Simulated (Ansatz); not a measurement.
# Lattice dynamics of CuI (Marshite, F-43m), part 2 of 2

Wanted: phonon frequencies of CuI (Marshite, F-43m) and what follows from them.

Ansatz 0.2.0; DFT LDA, scalar-relativistic, plane waves, PseudoDojo norm-conserving pseudopotentials.

So far. Step 6 (Relaxing to small forces for the phonons, k-mesh …): The forces vanish by symmetry and the pressure is -0.004 GPa, within the tolerances set. The cell now holds 25.06 Å³/atom. Step 7 (Zone-centre response): Before it was imposed, the acoustic sum rule was missed by 8.8e-4 eV/Å² and the charge sum rule by 5.5e-4 e. Small misses are needed for a sound result but don't prove that mesh and cutoff are converged. The relaxed cell has a = 5.853 Å (conventional setting).

The database entry behind the starting cell differs from later determinations by our own check (about 0.15 % long (mineral sample)), so it need not match the best structure at ambient conditions.

In doubt: a PseudoDojo file used here is known to give poor structures and forces, which bears on pressures, cells, forces and phonons.

### Step 8. The dispersion

Stability and thermal properties need the whole zone. Linear response on a 2×2×2 q mesh gives force constants as far as a supercell of that size would, and the tensors from the zone-centre run are typed in so that the long-range dipole term is interpolated apart.

Contents of input.yaml:

```yaml
crystal:
  lattice:
    - [0.0, 2.9262517016, 2.9262517016]
    - [2.9262517016, 0.0, 2.9262517016]
    - [2.9262517016, 2.9262517016, 0.0]
  atoms:
    - { symbol: Cu, position: [0.25, 0.25, 0.25] }
    - { symbol: I, position: [0.0, 0.0, 0.0] }
kpoints:
  mp_grid: { grid: [12, 12, 12] }
hamiltonian:
  xc: lda
  pseudopotentials: { kind: nc, accuracy: standard }
scf:
  occupations: { method: fixed }
output:
  eigenvalues: true
phonons:
  method: dfpt
  qmesh: [2, 2, 2]
  temperatures: { t_max: 1000, t_step: 50 }
  qpath:
    path:
      - [[0.0, 0.0, 0.0], [-0.5, -0.5, 0.0], [-0.375, -0.375, 0.25]]
      - [[-0.375, 0.0, 0.375], [0.0, 0.0, 0.0], [0.0, 0.0, 0.5], [-0.5, -0.25, 0.25], [-0.5, -0.5, 0.0]]
    npoints: 10
  non_analytic_term:
    high_frequency_dielectric_tensor: [[6.9022, 0.0, 0.0], [0.0, 6.9022, 0.0], [0.0, 0.0, 6.9022]]
    born_effective_charges:
      - { species: Cu, tensor: [[0.9568, 0.0, 0.0], [0.0, 0.9568, 0.0], [0.0, 0.0, 0.9568]] }
      - { species: I, tensor: [[-0.9568, 0.0, 0.0], [0.0, -0.9568, 0.0], [0.0, 0.0, -0.9568]] }
    source: "zone-centre run at this cell"
```

On the command line:

```
$ ansatz run input.yaml --threads 4 --pin off --max-ram 10240MiB --backend cpu --events-out ev --progress --plain --runs-dir out
```

Run time: 2.1 min. Hardware: 4 threads of Arm Neoverse V2, shared host; peak memory 3.4 GiB; 8.1 min of CPU time.

Numbers from this step:

```yaml
sum_rule_residual_before_enforcement: 1.50e-5 eV/Å²
lowest_frequency_on_the_path: 0 cm⁻¹
highest_frequency_on_the_path_or_at_a_solved_wavevector: 172.5 cm⁻¹
mean_frequency: 115.5 cm⁻¹
debye_temperature_second_moment: 235 K
logarithmic_mean_frequency: 100.6 cm⁻¹
lowest_mode_on_the_q_mesh_acoustic_modes_at_gamma_apart: 39.04 cm⁻¹
zero_point_energy_per_atom: 21.49 meV
heat_capacity_at_300_k: 24.20 J/(mol atoms K)
vibrational_entropy_at_300_k: 43.50 J/(mol atoms K)
```

Frequencies (cm⁻¹) solved at each irreducible wavevector; negative means imaginary. Frequencies by wavevector, by row:

```csv
q in reciprocal lattice units,star,mode 1,mode 2,mode 3,mode 4,mode 5,mode 6
0 0 0,1,0,0,0,156.2,156.2,156.2
0 0 -0.5,4,39,39,121.6,160.9,161.5,161.5
0 -0.5 -0.5,3,54.4,54.4,142.2,143.9,166.4,166.4
```

Interpolated from a 2×2×2 q mesh, rough between the solved points, with the LO-TO term (at Γ the limit along the path; where Γ stands inside the path, tables give the limit on arrival). Phonon branches along the path, in cm⁻¹:

```csv
point,branch 1,branch 2,branch 3,branch 4,branch 5,branch 6
Γ,0,0,0,156,156,166
halfway,40,40,87,161,161,163
X,54,54,142,144,166,166
halfway,54,62,139,142,166,169
U,51,74,129,142,165,172
jump to K,51,74,129,142,165,172
halfway,31,53,88,159,161,164
Γ,0,0,0,156,156,166
halfway,28,28,83,159,159,165
L,39,39,122,161,162,162
halfway,47,67,120,149,164,170
W,65,69,133,134,169,170
halfway,60,62,138,139,168,168
X,54,54,142,144,166,166
```

The phonon density of states has structure finer than the step of the table below, so its rows give means over 10 cm⁻¹, whole bins alone (the curve runs from 1 to 173 cm⁻¹). Peaks (cm⁻¹: height): 53.0: 0.0625, 119.0: 0.0546, 165.0: 0.243.

Tetrahedra on a 18×18×18 mesh, mean over bins of 2 cm-1. Interpolated from a 2×2×2 q mesh, rough between the solved points. The phonon density of states by wavenumber; means over each step:

wavenumber (cm⁻¹), phonon density of states (1/cm⁻¹/cell) and a bar:
```
       10      0.001 
       20      0.006 #
       30      0.017 ###
       40      0.047 #########
       50      0.060 ############
       60      0.039 ########
       70      0.035 #######
       80      0.007 #
       90      0.007 #
      100      0.011 ##
      110      0.019 ####
      120      0.036 #######
      130      0.014 ###
      140      0.017 ###
      150      0.039 ########
      160      0.146 ##############################
```

The partial phonon density of states has structure finer than the step of the table below, so its rows give means over 10 cm⁻¹, whole bins alone (the curve runs from -10 to 188 cm⁻¹). Peaks (cm⁻¹: height): Cu 49.6: 0.0265, 119.2: 0.0229, 163.9: 0.115; I 48.4: 0.0357, 119.2: 0.0206, 163.9: 0.0876.

Phonopy on the run's constants, 17x17x17 mesh, Gaussian sigma 2.0 cm-1. Interpolated from a 2×2×2 q mesh, rough between the solved points. Partial phonon density of states against wavenumber; means over each step; values in 1/cm⁻¹/cell:

```csv
wavenumber (cm⁻¹),Cu,I
0,3.6e-5,6.9e-5
10,4.9e-4,9.6e-4
20,0.00227,0.00420
30,0.00651,0.0110
40,0.0185,0.0278
50,0.0253,0.0333
60,0.0178,0.0218
70,0.0157,0.0175
80,0.00376,0.00462
90,0.00297,0.00392
100,0.00497,0.00584
110,0.00957,0.00984
120,0.0179,0.0167
130,0.00699,0.00723
140,0.00923,0.00863
150,0.0211,0.0191
160,0.0834,0.0596
170,0.0530,0.0473
180,4.9e-4,5.0e-4
```

Second derivatives of the energy by pair, one row for each kind of neighbour of each atom listed. Each entry sums the pair over the periodic images of the supercell that the q mesh stands for, and in a polar crystal it holds the long-range dipole part too. Force constants by pair, by row:

```csv
atom,neighbour,distance (Å),third of the trace (eV/Å²),along the pair's line (eV/Å²)
Cu1,itself,0,4.005,–
Cu1,I,2.534,-0.9873,-2.966
Cu1,Cu,4.138,-0.0299,-0.2256
Cu1,I,4.853,0.0373,0.0646
Cu1,Cu,5.853,-0.0261,-0.0261
I2,itself,0,6.845,–
I2,Cu,2.534,-0.9873,-2.966
I2,I,4.138,-0.5042,-1.531
I2,Cu,4.853,0.0373,0.0646
I2,I,5.853,-0.0191,-0.0191
```

Harmonic thermodynamic functions per atom, from the density of states. Interpolated from a 2×2×2 q mesh, rough between the solved points. Thermodynamic functions, by row:

```csv
T (K),F_vib (meV/atom),S (J/mol-atom/K),C_V (J/mol-atom/K)
0,21.49,0,0
50,19.98,7.902,11.57
100,12.98,18.8,19.44
200,-14.97,33.85,23.32
300,-55.36,43.5,24.2
400,-104.2,50.52,24.52
500,-159.6,56.01,24.67
600,-220,60.51,24.75
700,-284.8,64.33,24.8
800,-353.2,67.64,24.83
900,-424.8,70.57,24.86
1000,-499.4,73.19,24.87
```

Harmonic mean-square displacement, third of the trace. Interpolated from a 2×2×2 q mesh, rough between the solved points. Mean square displacements, by row:

```csv
T (K),Cu1 U_eq (Å²),I2 U_eq (Å²)
0,0.00293,0.00173
100,0.00762,0.00526
300,0.02125,0.01498
600,0.04219,0.02981
```

Symmetry leaves 3 wavevectors to solve. The lowest mode among them, the acoustic zeros apart, lies at q = (0, 0, -0.5) and is real, 39.0 cm⁻¹.

### Step 9. Another isotope

An isotope changes the mass and not the force constants, so no new electronic calculation is needed; the shifts show which modes move this element.

The same force constants with the mass of Cu changed from 63.546 to 64.928 u (phonopy, no LO-TO term). Both lists are sorted by frequency; levels can cross, so a row need not hold one and the same mode. Modes under 3 cm⁻¹ are left out. Isotope shifts, by row:

```csv
q,rank,natural mass (cm⁻¹),changed mass (cm⁻¹)
0 0 0,4,156.2,155.1
0 0 0,5,156.2,155.1
0 0 0,6,156.2,155.1
0 0 -0.5,1,39.04,38.88
0 0 -0.5,2,39.04,38.88
0 0 -0.5,3,121.6,120.8
0 0 -0.5,4,160.9,160.2
0 0 -0.5,5,161.5,160.4
0 0 -0.5,6,161.5,160.4
0 -0.5 -0.5,1,54.41,54.12
0 -0.5 -0.5,2,54.41,54.12
0 -0.5 -0.5,3,142.2,140.7
0 -0.5 -0.5,4,143.9,143.9
0 -0.5 -0.5,5,166.4,165.4
0 -0.5 -0.5,6,166.4,165.4
```

A mode of this element alone would shift by -1.07 %. The highest zone-centre frequency without the field goes from 156.2 to 155.1 cm⁻¹ (-0.7 %). The product of the frequency ratios over all optical modes at Γ is 0.979; the product rule, (m/m′)^(3k/2) (M′/M)^(3/2) with k = 1 such atoms and M the mass of the cell, gives 0.979.

### Step 10. Results

```yaml
space_group_after_relaxation_within_0p01_a: F-43m
volume_per_atom: 25.1 Å³
gap_on_the_k_mesh: 1.21 eV
highest_optical_mode_at_the_zone_centre_no_lo_to_term: 156 cm⁻¹
top_of_the_zone_centre_spectrum_with_the_field: 166 cm⁻¹
lowest_optical_zone_centre_mode: 156 cm⁻¹
mean_high_frequency_dielectric_constant: 6.90
mean_static_dielectric_constant: 7.77
largest_born_charge_third_of_the_trace: 0.957 e
lowest_mode_on_the_q_mesh_acoustic_modes_at_gamma_apart: 39.0 cm⁻¹
highest_frequency_on_the_path_or_at_a_solved_wavevector: 172 cm⁻¹
zero_point_energy_per_atom: 21.5 meV
heat_capacity_at_300_k: 24.2 J/(mol atoms K)
vibrational_entropy_at_300_k: 43.5 J/(mol atoms K)
debye_temperature_second_moment: 235 K
imaginary_modes_on_the_2x2x2_q_mesh: none
```

**Reading.** The structure is a minimum as far as tested: no mode is imaginary at the 3 irreducible wavevectors of the 2×2×2 mesh, and the softest away from the acoustic zeros lies at 39 cm⁻¹. Without the field, the optical modes at Γ form one degenerate level at 156 cm⁻¹. The highest mode in this list at Γ, 156.2 cm⁻¹, has its largest share on Cu (67 % of the kinetic energy). With the macroscopic field of the longitudinal modes the top of the zone-centre spectrum lies at 166 cm⁻¹, against 156 cm⁻¹ without it. Lattice motion raises the mean dielectric constant from 6.902 to 7.772. The strongest infrared line is at 156 cm⁻¹. Averaged over orientations, the strongest Raman line at 532 nm and 300 K is at 156 cm⁻¹, among the modes without the field; their longitudinal partners can be Raman active too. The tensors are the static, non-resonant ones, while 532 nm light (2.33 eV) lies above the computed gap. The q mesh stands for a supercell only 8.3 Å across, so branches between the solved wavevectors are rough. Magnetic starts were tried first and their moments did not last, so the runs shown are non-magnetic; if the real compound is magnetic, its cell and modes can differ much. The program warns that the interpolation holds no quadrupole term, so branches close to Γ can be off in this crystal. Spin-orbit coupling is left out, which can matter for the heavy elements here. These are harmonic frequencies at zero temperature: anharmonic shifts, linewidths and thermal expansion are left out.

Computed beside measured:

| quantity | measured | LDA, PseudoDojo NC |
| --- | --- | --- |
| lattice constant a (Å) | 6.053 | 5.853 (-3.3 %) |
| Raman mode, TO at Gamma (cm⁻¹) | 133.3 | 156 (+17.2 %) |

Measured values from arxiv:2305.18931 (2023).

Verdict: The lattice constant a is off by -3.3 %. The Raman mode is off by +17.2 %: a clear miss. The grades are ours: good and fair within 0.7 and 1.5 % for the lattice constant a and 3 and 7 % for the Raman mode. For lattice constants and Raman mode the calculation has a static lattice, without zero-point motion or thermal expansion (measured at up to 10 K).

[Logs are printed without paths, hosts, clocks, repeated set-up lines and the standing remarks that a program may print on its own settings, such as how far it seeks lower states.]

[Hosts, paths, dates, database ids (printed as entryN), source tags and the programs' standing remarks are cut or masked in the printed files.]
